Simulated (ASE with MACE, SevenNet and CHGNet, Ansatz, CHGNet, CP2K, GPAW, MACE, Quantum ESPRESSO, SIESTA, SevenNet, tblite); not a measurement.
## Machine-learned potentials on random packing of C72N28 (at. %) (57 atoms): settings against a plane-wave reference

Aim: run random packing of C72N28 (at. %) (57 atoms) in machine-learned potentials and see how near its forces come to a plane-wave reference, and at what cost.

Program: ASE with MACE, SevenNet and CHGNet. Level of theory: the method is named at each step. Results are calculated unless marked as measured.

### 1. Starting point

The cell holds 57 atoms: 41 C and 16 N. Its edges and angles: a = 7.976 Å, b = 7.976 Å, c = 7.976 Å, α = 90.0°, β = 90.0°, γ = 90.0°. 57 atoms (41 C, 16 N) packed at random in a cube at 2.35 g/cm³ and pushed apart as soft spheres; a start for melting by ab initio MD, not an equilibrated structure. Then every atom was moved at random, 0.02 Å r.m.s. a Cartesian component.

The yardstick, on the same geometry:

| Quantity | Value |
| --- | --- |
| method | Kohn-Sham DFT, PBE, SSSP efficiency 1.3.0 pseudopotentials, plane waves (Quantum ESPRESSO 7.5); sssp-pbe-1.3.0-efficiency, cutoffs 60/480 Ry, Γ point |
| r.m.s. force component | 1.973 eV/Å |
| longest force | 7.252 eV/Å |
| pressure | -26.83 GPa |
| time | 80 s on 2 MPI ranks of Arm Neoverse V1, shared host |
| CPU time | 2.7 min |

### 2. MACE MP-0b2 small potential

Method: machine-learned interatomic potential MACE MP-0b2 small, trained on PBE(+U) plane-wave data.

run.py

```python
import numpy as np
from ase.io import read
import mlip  # loads the published weights by name

atoms = read("structure.xyz")
atoms.calc = mlip.calc("mace-mp-0b2-small")
energy = atoms.get_potential_energy()
forces = atoms.get_forces()
print(f"energy {energy:.6f} eV")
print("forces (eV/A)")
for i, (a, f) in enumerate(zip(atoms, forces)):
    print(f"{i:4d} {a.symbol:2s} {f[0]:10.5f} {f[1]:10.5f} {f[2]:10.5f}")
stress = -atoms.get_stress(voigt=False) * 160.21766
print("stress (GPa, compression positive)")
for row in stress:
    print(" ".join(f"{x:10.4f}" for x in row))
```

structure.xyz

```xyz
57
Lattice="7.97600 0.00000 0.00000 0.00000 7.97600 0.00000 0.00000 0.00000 7.97600" Properties=species:S:1:pos:R:3 pbc="T T T"
C 0.04762 3.86046 6.68078
C 0.31521 4.44367 4.53866
C 0.40478 6.13929 6.37322
C 3.15323 7.38841 2.72093
C 6.11919 5.20673 7.83602
C 3.87570 5.01690 5.44705
C 7.41569 3.40838 3.23810
C 4.54879 2.05191 1.74938
C 5.26193 4.01217 6.81868
C 4.25344 3.44428 4.80291
C 4.81232 7.42566 6.37777
C 3.31491 0.18720 6.80106
C 1.41965 5.94994 3.16902
C 7.51850 6.70415 4.04479
C 2.67547 2.74486 7.38506
C 3.80479 5.81299 6.95667
C 2.86314 4.65136 3.76220
C 7.75897 1.06695 5.51772
C 2.25832 4.92917 6.10587
C 7.08628 3.53720 0.12379
C 4.46911 4.11314 3.26298
C 7.15551 1.34731 3.85695
C 0.53328 4.37707 1.57574
C 5.18663 0.95600 2.98940
C 5.77662 7.25497 0.76259
C 2.20520 3.26944 5.62292
C 0.01468 0.85200 7.60679
C 2.21167 4.54752 1.28493
C 0.63282 2.78083 0.31713
C 1.42108 0.85638 6.60381
C 6.42092 4.57966 4.69930
C 4.46233 6.25470 1.73231
C 2.26048 6.68221 5.32893
C 0.27238 1.00673 2.30171
C 5.29973 4.57727 1.63755
C 6.40808 0.07274 5.31616
C 4.37978 7.11842 4.67473
C 4.57121 1.92732 5.62787
C 6.00146 2.44185 4.86010
C 7.81672 5.23385 0.00040
C 3.90649 5.03054 0.60737
N 6.74770 6.05426 1.63237
N 6.03448 3.11303 2.06235
N 0.84091 2.46107 6.25861
N 2.48237 1.28477 1.91249
N 2.13326 2.92352 1.73103
N 0.53088 7.12759 1.19217
N 5.75644 5.51572 3.31243
N 1.33454 2.69748 3.44348
N 1.36166 5.84346 0.35238
N 6.35934 1.70192 7.31694
N 1.00426 7.87518 3.28755
N 2.50303 0.34137 0.34584
N 5.52370 5.95313 6.15739
N 3.41851 1.54910 3.88383
N 6.64026 7.78673 2.33314
N 4.51777 2.02662 0.07593
```

On the command line:

```sh
> OMP_NUM_THREADS=1 python run.py > output.txt
```

Output:

```text
energy -303.910512 eV
forces (eV/A)
   0 C    -1.30601   -0.35970    2.31687
   1 C    -3.99795    1.37900   -0.81874
   2 C     0.89857   -2.32298    0.23016
   3 C     1.49948   -1.89558   -0.20234
   4 C    -0.02245   -1.77225   -0.88240
   5 C    -1.70749   -0.91004   -0.12869
   6 C     1.29085   -0.71676    0.68010
   7 C     3.79378   -1.50765   -1.43950
   8 C     1.41239    2.62625    1.17160
   9 C     0.56107    1.24733   -0.19267
  10 C    -0.97933   -0.61336   -3.75978
  11 C    -2.19014   -0.27795    2.56914
  12 C     0.86043    0.51940    1.13354
  13 C     0.44445    1.68823   -0.43423
  14 C    -0.64092   -0.33946   -2.04512
  15 C     1.11984   -2.40949    0.29274
  16 C     3.94492    0.47089    0.84305
  17 C    -0.96414   -1.56229   -0.50225
  18 C     2.45196   -0.21055   -2.18694
  19 C     3.18682   -0.10089   -4.10285
  20 C    -1.91800    2.72737    1.95122
  21 C    -1.77699    2.11771    1.49551
  22 C     0.75037   -0.60020   -2.83802
  23 C    -1.19285    1.06982   -2.25455
[...]
49 N    -3.56477    2.13446    1.48031
  50 N     2.40966    0.38734    0.86604
  51 N    -1.64088    0.39709   -1.92012
  52 N     1.31674   -0.71860   -2.53887
  53 N    -2.16087   -1.34776    2.74050
  54 N     2.50863   -1.23768    0.15287
  55 N    -2.02775    0.43344   -0.73202
  56 N    -0.68303    0.55916    4.17055
stress (GPa, compression positive)
  -37.1760     0.3114     2.3909
    0.3114   -26.9595     5.6631
    2.3909     5.6631   -32.8196
```

Elapsed: 8.5 s, on 1 thread of Arm Neoverse V1, shared host; peak memory 0.66 GiB.

Banners, paths, timers and routine set-up lines are dropped from the logs unmarked, and long logs keep their key lines alone; longer cuts are marked.

Against the reference:

| Property | Result |
| --- | --- |
| r.m.s. force component | 1.937 eV/Å |
| r.m.s. difference of force components | 947.2 meV/Å |
| longest difference of force vectors | 3942 meV/Å |
| force difference over r.m.s. force | 48.02 % |
| slope of forces against the reference's | 0.8668 |
| correlation of force components | 0.8828 |
| pressure | -32.32 GPa |
| pressure difference | -5.484 GPa |

Length of the force difference by element (eV/Å):

| element | atoms | mean | most |
| --- | --- | --- | --- |
| C | 41 | 1.5 | 3.1 |
| N | 16 | 1.5 | 3.9 |

A closer look about C34, which bears the longest force: 11 atoms, nearest first, numbered in the order of the input, with positions taken from that point.

```csv
atom,x,y,z,distance (Å),Fx,Fy,Fz (eV/Å)
C34,0.00,0.00,0.00,0.00,1.20,-4.40,5.41
N52,0.73,-1.11,0.99,1.65,-1.64,0.40,-1.92
C22,-1.09,0.34,1.56,1.93,-1.78,2.12,1.50
N56,-1.61,-1.20,0.03,2.00,-2.03,0.43,-0.73
N47,0.26,-1.86,-1.11,2.18,1.46,-2.03,-2.06
N45,2.21,0.28,-0.39,2.26,0.84,-0.31,-1.32
N49,1.06,1.69,1.14,2.30,-0.46,0.87,-2.58
C29,0.36,1.77,-1.98,2.69,-0.34,-0.22,0.30
C27,-0.26,-0.15,-2.67,2.69,1.24,1.57,0.13
C7,-0.83,2.40,0.94,2.71,1.29,-0.72,0.68
N46,1.86,1.92,-0.57,2.73,-2.43,-0.23,1.57
```

Atoms are counted from 1 here, from 0 in the log.

Forces lie 48 % from the reference's, at 0.049 times its CPU time (on 1 against 2 cores).

### 3. SevenNet 0 potential

Method: machine-learned interatomic potential SevenNet 0, trained on PBE(+U) plane-wave data.

Edit run.py of step 2 so:

```diff
@@ -5,3 +5,3 @@
 atoms = read("structure.xyz")
-atoms.calc = mlip.calc("mace-mp-0b2-small")
+atoms.calc = mlip.calc("7net-0")
 energy = atoms.get_potential_energy()
```

structure.xyz is that of step 2.

Output:

```text
energy -305.733673 eV
forces (eV/A)
   0 C    -0.37291   -1.95068    1.33789
   1 C    -4.20639    0.05719   -1.08290
   2 C     1.68988   -2.07051    0.50109
   3 C     1.36645   -1.46936    0.23512
   4 C     2.20295   -1.41752   -1.00751
   5 C    -2.72127   -0.74029    2.08710
   6 C     1.58373    0.24408    0.86849
   7 C     3.32818   -1.47329   -2.31212
   8 C     1.42385    1.31852    1.56208
   9 C     0.69897    0.73221   -0.05376
  10 C    -0.70539   -1.42344   -2.40576
  11 C    -0.19069   -0.55910    1.83550
  12 C     0.98849    0.39770    1.48438
  13 C     0.29270    1.61251   -0.41291
  14 C     0.22113    0.03908   -0.80228
  15 C     0.14805   -3.03563   -0.26104
  16 C     1.81018    0.89780   -1.26172
  17 C    -2.90737   -1.95368   -2.29188
  18 C     2.71491    0.90120   -2.57650
  19 C     3.91326   -1.43027   -3.14393
  20 C    -2.12550    1.86657    1.82616
  21 C    -0.62660    2.50408    1.59457
  22 C     1.59103   -0.52345   -1.14458
  23 C    -0.54416    1.12715   -2.08702
[...]
49 N    -3.28565    1.71411    0.42030
  50 N     1.33101    0.00646    1.21942
  51 N    -2.02227   -0.34048   -0.65159
  52 N     0.91801    0.20428   -1.31310
  53 N    -1.37487    1.33164    2.25720
  54 N     1.89221   -0.55408    1.15061
  55 N    -2.11802    0.60154   -1.22452
  56 N    -0.05416    0.34085    4.19638
stress (GPa, compression positive)
  -33.5664     1.8504     3.1861
    1.8504   -26.1867     2.2273
    3.1861     2.2273   -28.9983
```

It took 9.3 s on 1 thread; peak memory 0.92 GiB.

Compared with the plane-wave run:

```yaml
r_m_s_force_component: 1.839 eV/Å
r_m_s_difference_of_force_components: 707.8 meV/Å
longest_difference_of_force_vectors: 2287 meV/Å
force_difference_over_r_m_s_force: 35.88 %
slope_of_forces_against_the_reference_s: 0.8703
correlation_of_force_components: 0.9334
pressure: -29.58 GPa
pressure_difference: -2.75 GPa
```

Against the first run (48 %), the force difference from the reference is 36 %, at 1.2 times the CPU time.

### 4. CHGNet 0.3.0 potential

Method: machine-learned interatomic potential CHGNet 0.3.0, trained on PBE(+U) plane-wave data.

Edit run.py of step 3 so:

```diff
@@ -5,3 +5,3 @@
 atoms = read("structure.xyz")
-atoms.calc = mlip.calc("7net-0")
+atoms.calc = mlip.calc("chgnet-0.3.0")
 energy = atoms.get_potential_energy()
```

structure.xyz is that of step 3.

Output:

```text
CHGNet v0.3.0 initialized with 412,525 parameters
CHGNet will run on cpu
energy -315.590057 eV
forces (eV/A)
   0 C    -0.07447   -0.97793    0.67969
   1 C    -4.38237    0.15987   -1.34820
   2 C     0.91714   -1.50093   -0.08752
   3 C     1.37676   -1.56567   -0.63903
   4 C     0.89699   -1.94598   -1.64895
   5 C    -2.26940   -1.83368    0.30723
   6 C     2.20631   -0.20502    1.51847
   7 C     2.81362   -0.91588   -2.19165
   8 C     1.52172    2.08443    1.70827
   9 C     1.65170    0.01093    0.03872
  10 C    -1.39771   -0.87393   -3.69935
  11 C    -0.24326   -1.21672    2.07606
  12 C     1.63675    0.36504    2.02375
  13 C     0.39758    2.16474   -0.24750
  14 C     1.04223   -0.44013   -0.98783
  15 C     0.42901   -2.45843    0.54589
  16 C     1.57014    1.40493   -1.98397
  17 C    -3.16203   -2.08182   -2.32545
  18 C     2.37688    1.66342   -1.62480
  19 C     2.08719   -2.53323   -1.99724
  20 C    -3.67725    1.69168    2.99093
  21 C    -0.95408    3.16764    2.10504
  22 C     1.70870   -0.55453   -1.33001
  23 C    -1.53533    0.67642   -1.65436
[...]
49 N    -3.10968    2.46946    1.37978
  50 N     1.43750    0.27089    0.96789
  51 N    -1.84418   -0.27237   -1.87073
  52 N     1.52395    0.43837   -2.62129
  53 N    -1.08338    0.45842    2.07527
  54 N     2.64082   -1.10218    0.50592
  55 N    -1.92292    0.58837   -1.01535
  56 N    -0.32115    0.60552    2.87931
stress (GPa, compression positive)
  -39.9024     2.3855     2.6331
    2.3855   -32.4779     2.6025
    2.6331     2.6025   -35.6474
```

Elapsed: 4.7 s, on 1 thread; peak memory 1.4 GiB.

Numbers from this run, and their distance from the reference:

```yaml
r_m_s_force_component: 1.874 eV/Å
r_m_s_difference_of_force_components: 794.7 meV/Å
longest_difference_of_force_vectors: 2953 meV/Å
force_difference_over_r_m_s_force: 40.29 %
slope_of_forces_against_the_reference_s: 0.87
correlation_of_force_components: 0.9159
pressure: -36.01 GPa
pressure_difference: -9.175 GPa
```

Against the first run (48 %), the force difference from the reference is 40 %, at 0.58 times the CPU time.

### 5. All runs compared

Differences are against the plane-wave reference, forces as r.m.s. over components; share is that over the reference's r.m.s. force, slope the least-squares factor from reference forces to these. Total energies of different programs have different zeros and aren't compared.

```csv
run,"Δ force, r.m.s. (meV/Å)",share (%),slope,Δ pressure (GPa),cores,CPU time,memory (GiB)
reference,-,-,-,-,2,2.7 min,1.1
MACE MP-0b2 small potential,947,48.0,0.867,-5.48,1,7.8 s,0.66
SevenNet 0 potential,708,35.9,0.870,-2.75,1,9.1 s,0.92
CHGNet 0.3.0 potential,795,40.3,0.870,-9.18,1,4.6 s,1.4
```

Times of the machine-learned potentials are mostly Python's start and the loading of weights.

CPU time is summed over cores on a shared host, where runs went side by side, so it is rough. Symmetry, cutoffs, thresholds, outputs and thread counts weren't matched or tuned between programs; memory under MPI is the largest rank's times the ranks.

### 6. Summary of results

| Quantity | Value |
| --- | --- |
| nearest in forces | SevenNet 0 potential, 36 % |
| its CPU time | 9.1 s |

In words: Machine-learned potentials differ by 36 % (SevenNet 0 potential) to 48 % (MACE MP-0b2 small potential); they were trained on other programs' data. The reference's pressure holds the uncorrected Pulay stress of its 60 Ry basis, so small pressure differences, and their order, may be the reference's own error. Machine-learned potentials mimic data converged in k, so the reference's own k-point error enters their differences. The reference's stress is far from hydrostatic: its diagonal is -29.2, -26.2, -25.0 GPa, compression counted positive. The reference's pressure of -27 GPa says that the cell would shrink at this level of theory. The electronic-structure runs sample only Γ, in a cell whose shortest periodic width is 8 Å, which is coarse for a cell with partly filled levels.

[Also dropped from logs without a mark: logging warnings of Python, and SIESTA's first energy breakdown and zero terms.]

[Logs are printed without paths, hosts, clocks, repeated set-up lines and the standing remarks that a program may print on its own settings, such as how far it seeks lower states.]

[Hosts, paths, dates, database ids (printed as entryN), source tags and the programs' standing remarks are cut or masked in the printed files.]
